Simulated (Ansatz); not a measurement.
# NaVSe3 (model cell, started as cubic perovskite with V in the octahedra): following an unstable mode, part 2 of 2

Which phase does NaVSe3 (model cell, started as cubic perovskite with V in the octahedra) fall into along its unstable mode, and how much energy does it gain?

Ansatz 0.2.0; DFT PBE, scalar-relativistic, plane waves, PAW.

So far, highest frequency on the path or at a solved wavevector (cm⁻¹): step 2 (response at finite wavevector) 250. Also lowest frequency on the path (cm⁻¹): step 2 -146.

The structure was built from a prototype and need not be the compound's stable phase.

## Step 5: Energy along the mode, all amplitudes (two of the runs are shown above)

An imaginary frequency means negative curvature, so the energy should fall and then rise again as anharmonic terms take over.

Numbers from this step:

```yaml
depth_at_the_lowest_point_sampled: 1.403 meV/atom
largest_atomic_shift_at_that_point: 0.08 Å
```

The energy from the parent by largest atomic shift:

```
largest atomic shift (Å)  energy from the parent (meV/atom)
                  0.0000                                  0
                  0.0400                             -0.664
                  0.0800                              -1.40
                  0.1400                               2.97
                  0.2200                               28.3
```

Displacement at unit largest shift by atom:

```
atom  x (Å)  y (Å)  z (Å)  size
 Na1   0.00   0.00   0.00  0.00
 Na2   0.00   0.00   0.00  0.00
  V3   0.00   0.00   0.00  0.00
  V4   0.00   0.00   0.00  0.00
 Se5   0.00   0.00  -1.00  1.00
 Se6   0.00   0.00   1.00  1.00
 Se7   0.00  -0.40   0.00  0.40
 Se8   0.00   0.40   0.00  0.40
 Se9   0.60   0.00   0.00  0.60
Se10  -0.60   0.00   0.00  0.60
```

The lowest of the steps tried is at 0.08 Å, 1.40 meV/atom below the parent; the bottom of the well need not coincide with a step.

## Step 6: Relaxing from the distorted cell

Starting from the lowest point found, all atoms and the cell are let go, so that strain and other modes of the same symmetry can join in.

input.yaml

```yaml
crystal:
  lattice:
    - [4.8990130555, 4.8990130555, 0.0]
    - [4.8990130555, 0.0, 4.8990130555]
    - [4.8990130555, 0.0, -4.8990130555]
  atoms:
    - { symbol: Na, position: [0.0, 0.0, 1.0] }
    - { symbol: Na, position: [0.0, 0.5, 0.5] }
    - { symbol: V, position: [0.5, 0.25, 0.75] }
    - { symbol: V, position: [0.5, 0.75, 0.25] }
    - { symbol: Se, position: [0.5, 0.4918350901, 0.5081649099] }
    - { symbol: Se, position: [0.5, 0.0081649099, -0.0081649099] }
    - { symbol: Se, position: [-0.0065828206, 0.5032914103, 0.0032914103] }
    - { symbol: Se, position: [0.0065828206, -0.0032914103, 0.4967085897] }
    - { symbol: Se, position: [0.5, 0.5048734996, 0.0048734996] }
    - { symbol: Se, position: [0.5, -0.0048734996, 0.4951265004] }
kpoints:
  mp_grid: { grid: [6, 6, 6] }
hamiltonian:
  xc: pbe
scf:
  occupations: { method: methfessel_paxton, width: 0.15 }
output:
  forces: true
  stress: true
  eigenvalues: true
relax:
  adjacent_minimum: "off"
  f_tol: 0.002
  max_steps: 120
  cell: { stress_tol: 0.03 }
```

The run is started by

```console
> ansatz run input.yaml --threads 8 --pin off --max-ram 14336MiB --backend cpu --events-out ev --progress --plain --runs-dir out
```

Numbers of over 12 decimals in the logs are rounded to 6 here.

What it wrote:

```text
[...]
Crystal: 10 atoms, lattice volume = 235.156 Å³
Basis set: ecut = 420 eV, 4645 PW (Γ), exchange–correlation on 96×96×96 points (8 copies of the dense FFT grid, shifted against one another)
Bands: 84, of which v1, the nominal top of the filled ones, is band 70 counted from 1 (69 counted from 0)
Symmetry: 8 space group operations
[...]
k-points: 46 of 216
[...]
SCF iter   1: F=—  HF=-41616.882477 eV  |F-HF|=—  |Δ(HF+E_count)|=         —  Δρ=4.61e-3  dr2=7.58e-2  ethr=1.77e-3  ⟨swp⟩=6.0  Hψ=13265  notcnv=0
[...]
SCF iter   8: F=-41616.880149 eV  HF=-41616.880149 eV  |F-HF|=1.05e-8  |Δ(HF+E_count)|=   2.27e-8  S|Δr|=    0.00e0  Δρ=2.09e-6  dr2=1.41e-8  ethr=7.14e-11  ⟨swp⟩=7.8  Hψ=12524  notcnv=0
SCF 1 converged in 8 iterations: F = -41616.880149 eV  dr2 = 1.41e-8
[...]
relax step   1: F+E_penalty+E_count = -41616.88014906 eV  Δ(F+E_penalty+E_count) = +0.000e0 eV  max|allowed force component| = 2.742e-2 eV/Å  Δτ_max = 0.0000 Å  P = +0.135 GPa  Ω = 235.156 Å³  (8 SCF iters, dr2 threshold 1.00e-7 eV, accepted)
Crystal: 10 atoms, lattice volume = 235.635 Å³
[...]
SCF iter   6: F=-41616.880513 eV  HF=-41616.880513 eV  |F-HF|=8.91e-9  |Δ(HF+E_count)|=   2.85e-9  S|Δr|=    0.00e0  Δρ=1.85e-6  dr2=1.03e-8  ethr=1.21e-10  ⟨swp⟩=3.0  Hψ=10372  notcnv=0
SCF 2 converged in 6 iterations: F = -41616.880513 eV  dr2 = 1.03e-8
relax step   2: F+E_penalty+E_count = -41616.88051329 eV  Δ(F+E_penalty+E_count) = -3.642e-4 eV  max|allowed force component| = 1.026e-2 eV/Å  Δτ_max = 0.0007 Å  P = +0.010 GPa  Ω = 235.635 Å³  energy of the carried Pulay correction = -4.687e-5 eV  (6 SCF iters, dr2 threshold 1.69e-7 eV, accepted)
Crystal: 10 atoms, lattice volume = 235.705 Å³
[...]
SCF iter   6: F=-41616.880607 eV  HF=-41616.880607 eV  |F-HF|=1.14e-9  |Δ(HF+E_count)|=  9.68e-10  S|Δr|=    0.00e0  Δρ=5.64e-7  dr2=1.38e-9  ethr=1.20e-11  ⟨swp⟩=3.0  Hψ=13770  notcnv=0
SCF 3 converged in 6 iterations: F = -41616.880607 eV  dr2 = 1.38e-9
relax step   3: F+E_penalty+E_count = -41616.88060658 eV  Δ(F+E_penalty+E_count) = -9.329e-5 eV  max|allowed force component| = 4.230e-3 eV/Å  Δτ_max = 0.0008 Å  P = -0.013 GPa  Ω = 235.705 Å³  energy of the carried Pulay correction = -5.366e-5 eV  (6 SCF iters, dr2 threshold 1.67e-8 eV, accepted)
[...]
relax step   4: F+E_penalty+E_count = -41616.88063102 eV  Δ(F+E_penalty+E_count) = -2.443e-5 eV  max|allowed force component| = 6.475e-3 eV/Å  Δτ_max = 0.0008 Å  P = -0.002 GPa  Ω = 235.646 Å³  energy of the carried Pulay correction = -4.792e-5 eV  (6 SCF iters, dr2 threshold 2.58e-9 eV, accepted)
[...]
relax step   5: F+E_penalty+E_count = -41616.88063298 eV  Δ(F+E_penalty+E_count) = -1.961e-6 eV  max|allowed force component| = 7.987e-3 eV/Å  Δτ_max = 0.0012 Å  P = -0.008 GPa  Ω = 235.690 Å³  energy of the carried Pulay correction = -5.224e-5 eV  (6 SCF iters, dr2 threshold 2.62e-9 eV, accepted)
[...]
relax step   6: F+E_penalty+E_count = -41616.88093253 eV  Δ(F+E_penalty+E_count) = -2.996e-4 eV  max|allowed force component| = 1.636e-3 eV/Å  Δτ_max = 0.0230 Å  P = +0.000 GPa  Ω = 235.687 Å³  energy of the carried Pulay correction = -5.197e-5 eV  (7 SCF iters, dr2 threshold 3.99e-9 eV, accepted)
[...]
relax step   7: F+E_penalty+E_count = -41616.87846589 eV  Δ(F+E_penalty+E_count) = +2.467e-3 eV  max|allowed force component| = 1.029e-1 eV/Å  Δτ_max = 0.0356 Å  P = +0.104 GPa  Ω = 235.776 Å³  energy of the carried Pulay correction = -6.067e-5 eV  (9 SCF iters, dr2 threshold 2.27e-9 eV, rejected (line search))
[...]
relax step   8: F+E_penalty+E_count = -41616.88097721 eV  Δ(F+E_penalty+E_count) = -4.468e-5 eV  max|allowed force component| = 1.709e-4 eV/Å  Δτ_max = 0.0064 Å  P = -0.003 GPa  Ω = 235.701 Å³  energy of the carried Pulay correction = -5.329e-5 eV  (10 SCF iters, accepted)
[...]
SCF iter   7: F=-41616.881046 eV  HF=-41616.881046 eV  |F-HF|=0.00e0  |Δ(HF+E_count)|=  7.28e-12  S|Δr|=    0.00e0  Δρ=2.44e-8  dr2=1.77e-12  ethr=1.00e-12  ⟨swp⟩=4.0  Hψ=11010  notcnv=0
SCF 9 converged in 7 iterations: F = -41616.881046 eV  dr2 = 1.77e-12
relax step   9: F+E_penalty+E_count = -41616.88104559 eV  Δ(F+E_penalty+E_count) = -6.838e-5 eV  max|allowed force component| = 1.720e-4 eV/Å  Δτ_max = 0.0000 Å  P = -0.003 GPa  Ω = 235.701 Å³  stress off target by 4.90e-3 GPa  SCF on the basis re-selected at this cell (its energy is not comparable with the rows above)  (7 SCF iters)
basis re-selected at this cell: Δ(F+E_penalty+E_count) = -6.838e-5 eV, ΔP = -0.000 GPa vs the last step (what re-selecting the basis moved, of the pressure what is left beyond the Pulay correction that the steps carried, after the strain that the cell walked since its last selection, with what the two solves' SCF thresholds leave and, on support functions, any second-order correction that the steps lacked; it is no m [...]
SCF converged after 7 iterations
[...]
Free energy (F): -41616.881046 eV
[...]
Internal energy: -41616.890212 eV  (E = F + TS)
E sigma→0 (E₀):  -41616.883337 eV
Entropy (-TS):   0.009167 eV (0.917 meV/atom)
Fermi energy:    7.530939 eV
[...]
--- Forces (eV/Å), atoms counted from 1 ---
  atom   1  Na     0.00000000     0.00000000    -0.00000000
  atom   2  Na     0.00000000     0.00000000     0.00000000
  atom   3  V      0.00000000     0.00000000     0.00000000
  atom   4  V      0.00000000     0.00000000     0.00000000
  atom   5  Se     0.00000000     0.00000000    -0.00001492
  atom   6  Se     0.00000000     0.00000000     0.00001492
  atom   7  Se     0.00000000     0.00017202     0.00000000
  atom   8  Se     0.00000000    -0.00017202     0.00000000
  atom   9  Se    -0.00010314     0.00000000     0.00000000
  atom  10  Se     0.00010314     0.00000000     0.00000000
  max |Σ_I F_I| component: 2.71e-20 eV/Å
--- Stress (GPa, compression-positive) ---
        0.000497       0.000000       0.000000
        0.000000      -0.004898       0.000000
        0.000000       0.000000      -0.003796
  P = ⅓ Tr σ = -0.0027 GPa (-0.027 kbar)
--- Band table (eV; the first three rows and the last of 46) ---
  k-point 0: bands = [... 66 lower, 6.6405, 7.2758, 7.2758, 7.2836, 7.7075, 7.7306, 8.0575, 8.0576, ... 10 higher]
  k-point 1: bands = [... 66 lower, 6.8374, 7.1362, 7.1696, 7.2632, 7.8133, 7.8372, 7.9340, 8.0831, ... 10 higher]
  k-point 2: bands = [... 66 lower, 6.7665, 7.1253, 7.2161, 7.4332, 7.5062, 7.5903, 7.6967, 7.8832, ... 10 higher]
  k-point 45: bands = [... 66 lower, 5.8787, 6.6641, 7.0217, 7.0259, 7.7404, 8.0182, 8.0876, 8.2426, ... 10 higher]
--- Relaxed structure (8 steps of the walk, 7 accepted, 1 SCFs on fresh bases) ---
  F+E_penalty+E_count = -41616.88104559 eV   max|allowed force component| = 1.720e-4 eV/Å   (the final SCF, on the basis selected at the relaxed cell)
  cell:  # Å, volume = 235.7009 Å³
    - [4.907904, 4.892118, 0.0]
    - [4.907904, 0.0, 4.908381]
    - [4.907904, 0.0, -4.908381]
  atoms:
    - { symbol: Na, position: [0, 0.0, 1.0] }
    - { symbol: Na, position: [0, 0.5, 0.5] }
    - { symbol: V, position: [0.5, 0.250000, 0.750000] }
    - { symbol: V, position: [0.5, 0.750000, 0.250000] }
    - { symbol: Se, position: [0.5, 0.492869, 0.507131] }
    - { symbol: Se, position: [0.5, 0.00713094, -0.00713094] }
    - { symbol: Se, position: [-7.838958499528261e-5, 0.500039, 3.919479249764324e-5] }
    - { symbol: Se, position: [7.838958499528261e-5, -3.919479249764324e-5, 0.499961] }
    - { symbol: Se, position: [0.5, 0.507091, 0.0070906] }
    - { symbol: Se, position: [0.5, -0.0070906, 0.492909] }
```

It took 2.3 min on 8 threads of Arm Neoverse N1, shared host; peak memory 1.5 GiB.

Step by step:

```
step  energy less that of the first step (eV)  largest force component (eV/Å)  pressure (GPa)  volume (Å³)
   1                                   0.0000                          0.0274            0.14       235.16
   2                                  -0.0004                          0.0103            0.01       235.64
   3                                  -0.0005                          0.0042           -0.01       235.70
   4                                  -0.0005                          0.0065            0.00       235.65
   5                                  -0.0005                          0.0080           -0.01       235.69
   6                                  -0.0008                          0.0016            0.00       235.69
   7                                   0.0017                          0.1029            0.10       235.78
   8                                  -0.0008                          0.0002            0.00       235.70
  9*                                  -0.0009                          0.0002            0.00       235.70
```

Relaxation steps marked * repeat the geometry before them on a plane-wave basis chosen anew for their cell, so energy and pressure can jump there. Relaxation step 7 was tried and not accepted.

The run keeps the 8 symmetry operations that it works with, so distortions that break them were not tested.

```
     cell as run  before  after  change
           a (Å)   6.928  6.930  +0.0 %
           b (Å)   6.928  6.941  +0.2 %
           c (Å)   6.928  6.941  +0.2 %
           β (°)   60.00  59.95  -0.1 %
           γ (°)   60.00  59.95  -0.1 %
volume (Å³/atom)   23.52  23.57  +0.2 %
```

The atoms that moved most (Å, as changes of fractional coordinates times the final cell):

```
atom      dx      dy      dz  length
 Se8   0.000  -0.032   0.000   0.032
 Se7   0.000   0.032   0.000   0.032
 Se9   0.022   0.000   0.000   0.022
Se10  -0.022   0.000   0.000   0.022
 Se6   0.000   0.000  -0.010   0.010
 Se5   0.000   0.000   0.010   0.010
```

Final coordinates:

```cif
data_structure
_symmetry_space_group_name_H-M 'P 1'
_symmetry_Int_Tables_number 1
_cell_length_a 6.9297
_cell_length_b 6.9412
_cell_length_c 6.9412
_cell_angle_alpha 90.006
_cell_angle_beta 59.948
_cell_angle_gamma 59.948
_cell_volume 235.70
loop_
_atom_site_label
_atom_site_type_symbol
_atom_site_fract_x
_atom_site_fract_y
_atom_site_fract_z
_atom_site_occupancy
Na1 Na 0.00000 0.00000 0.00000 1
Na2 Na 0.00000 0.50000 0.50000 1
V3 V 0.50000 0.25000 0.75000 1
V4 V 0.50000 0.75000 0.25000 1
Se5 Se 0.50000 0.49287 0.50713 1
Se6 Se 0.50000 0.00713 0.99287 1
Se7 Se 0.99992 0.50004 0.00004 1
Se8 Se 0.00008 0.99996 0.49996 1
Se9 Se 0.50000 0.50709 0.00709 1
Se10 Se 0.50000 0.99291 0.49291 1
```

Numbers from this step:

```
pressure        : -0.002732 GPa
volume per atom : 23.57 Å³
```

The distorted start has space group Fmmm; the relaxation ends in I4/mcm.

## Step 7: Modes of the new phase

A relaxed structure may still be a saddle point, so its zone-centre modes are computed. No field response is asked, since the mesh shows no gap.

input.yaml

```yaml
crystal:
  lattice:
    - [4.907904407, 4.8921180395, 0.0]
    - [4.907904407, 0.0, 4.9083807005]
    - [4.907904407, 0.0, -4.9083807005]
  atoms:
    - { symbol: Na, position: [0.0, 0.0, 1.0] }
    - { symbol: Na, position: [0.0, 0.5, 0.5] }
    - { symbol: V, position: [0.5, 0.25, 0.75] }
    - { symbol: V, position: [0.5, 0.75, 0.25] }
    - { symbol: Se, position: [0.5, 0.4928690569, 0.5071309431] }
    - { symbol: Se, position: [0.5, 0.0071309431, -0.0071309431] }
    - { symbol: Se, position: [-7.83896e-05, 0.5000391948, 3.91948e-05] }
    - { symbol: Se, position: [7.83896e-05, -3.91948e-05, 0.4999608052] }
    - { symbol: Se, position: [0.5, 0.507090602, 0.007090602] }
    - { symbol: Se, position: [0.5, -0.007090602, 0.492909398] }
kpoints:
  mp_grid: { grid: [6, 6, 6] }
hamiltonian:
  xc: pbe
scf:
  occupations: { method: methfessel_paxton, width: 0.15 }
output:
  eigenvalues: true
phonons:
  method: dfpt
```

What it wrote:

```text
[...]
Crystal: 10 atoms, lattice volume = 235.701 Å³
Basis set: ecut = 420 eV, 4637 PW (Γ), exchange–correlation on 96×96×96 points (8 copies of the dense FFT grid, shifted against one another)
Bands: 84, of which v1, the nominal top of the filled ones, is band 70 counted from 1 (69 counted from 0)
Symmetry: 8 space group operations
k-points: 112 of 216 (irreducible under 1 space group operation, time reversal used)
[...]
SCF iter   1: F=—  HF=-41616.883608 eV  |F-HF|=—  |Δ(HF+E_count)|=         —  Δρ=4.67e-3  dr2=7.84e-2  ethr=1.77e-3  ⟨swp⟩=6.0  Hψ=32298  notcnv=0
[...]
SCF iter  11: F=-41616.881046 eV  HF=-41616.881046 eV  |F-HF|=0.00e0  |Δ(HF+E_count)|=    0.00e0  S|Δr|=    0.00e0  Δρ=2.12e-8  dr2=2.07e-12  ethr=1.00e-12  ⟨swp⟩=9.1  Hψ=38273  notcnv=0
SCF 1 converged in 11 iterations: F = -41616.881046 eV  dr2 = 2.07e-12
[...]
DFPT response loops at Γ: preconditioner auto → Kerker (q_TF=auto, 2.501 Å⁻¹) (partly filled bands, converged f_vac=0.120); β = 1.00, the filter's whole step (`scf.mixing.beta` (0.50) is not read by the response loops under this deck's `scf.mixing.preconditioner`; to damp them name `kerker` or `kerker_dos`, under which they read `scf.mixing.beta`, and type it under 1.00, their step now; both keys bind the ground state too); Broyden in place of MSR1
SCF converged after 11 iterations
[...]
Free energy (F): -41616.881046 eV
[...]
Internal energy: -41616.890212 eV  (E = F + TS)
E sigma→0 (E₀):  -41616.883337 eV
Entropy (-TS):   0.009167 eV (0.917 meV/atom)
Fermi energy:    7.530939 eV
[...]
--- Band table (eV; the first three rows and the last of 112) ---
  k-point 0: bands = [... 66 lower, 6.6405, 7.2758, 7.2758, 7.2836, 7.7075, 7.7306, 8.0575, 8.0576, ... 10 higher]
  k-point 1: bands = [... 66 lower, 6.8374, 7.1362, 7.1696, 7.2632, 7.8133, 7.8372, 7.9340, 8.0831, ... 10 higher]
  k-point 2: bands = [... 66 lower, 6.7665, 7.1253, 7.2161, 7.4332, 7.5062, 7.5903, 7.6967, 7.8832, ... 10 higher]
  k-point 111: bands = [... 66 lower, 5.8787, 6.6641, 7.0217, 7.0259, 7.7404, 8.0182, 8.0876, 8.2426, ... 10 higher]
--- Phonons (Γ-DFPT): 18 representative perturbations + reference, on 112 of 216 k-points (Σ response iterations 74) ---
  k mesh reduced under 1 symmetry operation, with k and −k counted as one. Each operation leaves every solved perturbation unchanged. A smaller set is not used because it would not reduce the number of displacements times k-points to solve
  ASR residual: 4.136e-5 → 0.000e0 eV/Å²; symmetrization residual: 2.134e-5 eV/Å²
  ASR residual per site (eV/Å²): 4.14e-5 4.14e-5 3.04e-5 1.56e-5 2.67e-5 2.67e-5 2.58e-5 2.58e-5 2.14e-5 2.14e-5
  Γ frequencies (cm⁻¹): -125.39 -117.49 -117.46 -54.97 -54.95 -53.10 0.00 0.00 0.00 30.09 31.66 31.66 33.87 35.00 35.02 37.57 37.60 39.17 40.66 113.38 113.62 123.66 124.34 124.97 126.42 126.46 201.19 218.17 218.21 252.65
  non-analytic LO–TO correction: not included (Born effective charges unavailable; polar crystals: no LO–TO splitting at Γ)
```

The job ended after 30 min (8 threads; peak memory 6.6 GiB; 3.9 h of CPU time).

Numbers from this step:

- sum-rule residual before enforcement: 4.14e-5 eV/Å²
- point group: mmm
- highest optical mode at the zone centre (no LO-TO term): 252.7 cm⁻¹
- lowest optical zone-centre mode: -125.4 cm⁻¹

Patterns of degenerate modes are one choice out of their space. Modes at Γ, with each element's share of the kinetic energy (negative means imaginary):

```
mode  frequency (cm⁻¹)  Na %  V %  Se %
   1            -125.4     0   73    27
   2            -117.5     0   74    26
   3            -117.5     0   74    26
   4             -55.0     0    0   100
   5             -55.0     0    0   100
   6             -53.1     0    0   100
   7               0.0     7   16    76
   8               0.0     7   16    76
   9               0.0     7   16    76
  10              30.1     0    1    99
  11              31.7    76    1    23
  12              31.7    76    1    23
  13              33.9    92    1     7
  14              35.0    16    0    84
  15              35.0    17    0    83
  16              37.6    98    0     2
  17              37.6    98    0     2
  18              39.2    98    0     2
  19              40.7     0    0   100
  20             113.4     0   78    22
  21             113.6     0   78    22
  22             123.7     0    0   100
  23             124.3     2    0    98
  24             125.0     0   99     1
  25             126.4     2    0    98
  26             126.5     2    0    98
  27             201.2     0   10    90
  28             218.2     0   30    70
  29             218.2     0   30    70
  30             252.7     0    0   100
```

Displacements in mode 1 (-125.4 cm⁻¹), the largest set to 1:
```
Na1  0.00 -0.02  0.00
Na2  0.00 -0.02  0.00
V3   0.00  1.00  0.00
V4   0.00  1.00  0.00
Se5  0.00 -0.35  0.00
Se6  0.00 -0.35  0.00
Se7  0.00  0.06  0.00
Se8  0.00  0.06  0.00
Se9  0.00 -0.35  0.00
Se10 0.00 -0.35  0.00
```

Displacements in mode 20 (113.4 cm⁻¹), the largest set to 1:
```
Na1  0.00  0.00  0.03
Na2  0.00  0.00  0.03
V3   0.00  0.00  1.00
V4   0.00  0.00 -0.94
Se5  0.00  0.00  0.32
Se6  0.00  0.00  0.32
Se7  0.00  0.00 -0.21
Se8  0.00  0.00 -0.21
Se9  0.00  0.00 -0.15
Se10 0.00  0.00 -0.15
```

Before it was imposed, the acoustic sum rule was missed by 4.1e-5 eV/Å². Small misses are needed for a sound result but don't prove that mesh and cutoff are converged. The lowest optical mode is imaginary, 125.4i cm⁻¹, so the energy falls along it.

## Step 8: Results

* unstable mode of the parent: q = (-0.5, -0.5, -0.5), 146i cm⁻¹
* depth at the lowest point sampled: 1.40 meV/atom
* largest atomic shift at that point: 0.08 Å
* space group reached (within 0.01 Å): I4/mcm
* energy gained over the parent (first relaxation, on the mesh of the frozen mode): 1.50 meV/atom
* volume per atom, phase reached: 23.6 Å³
* lowest optical zone-centre mode, phase reached: -125 cm⁻¹
* highest optical mode at the zone centre (no LO-TO term), phase reached: 253 cm⁻¹

**Reading.** Along this mode the structure falls into I4/mcm, 1.50 meV/atom below the parent. At the parent's cell the well is 1.403 meV/atom deep on the steps tried, with its lowest point at a shift of 0.08 Å. Relaxing atoms and cell changes the gain by +0.10 meV/atom against the lowest step (energies at zero smearing). The new phase still has an imaginary mode at the zone centre of its cell, so it is a saddle point on the way to a lower structure. Of the 8 patterns followed to their end from this parent, this one ends 148 meV/atom above the lowest, Amm2. Another end point lies within 1 meV/atom; how such a difference moves with mesh and cutoff was not tested. Each path keeps the symmetry of its pattern, so a lower phase may lie along a pattern not tried. With no gap, or one that is small against the smearing, the frequencies hang on the k mesh and the smearing, most of all near Kohn anomalies. The phonon runs are without spin polarisation, although V often carries a moment. A phonon run warned that its eigensolver left some bands unconverged in a pass. The starting cell was built on a prototype and not taken from a measurement, so the phase need not exist.

[Logs are printed without paths, hosts, clocks, repeated set-up lines and the standing remarks that a program may print on its own settings, such as how far it seeks lower states.]

[Hosts, paths, dates, database ids (printed as entryN), source tags and the programs' standing remarks are cut or masked in the printed files.]
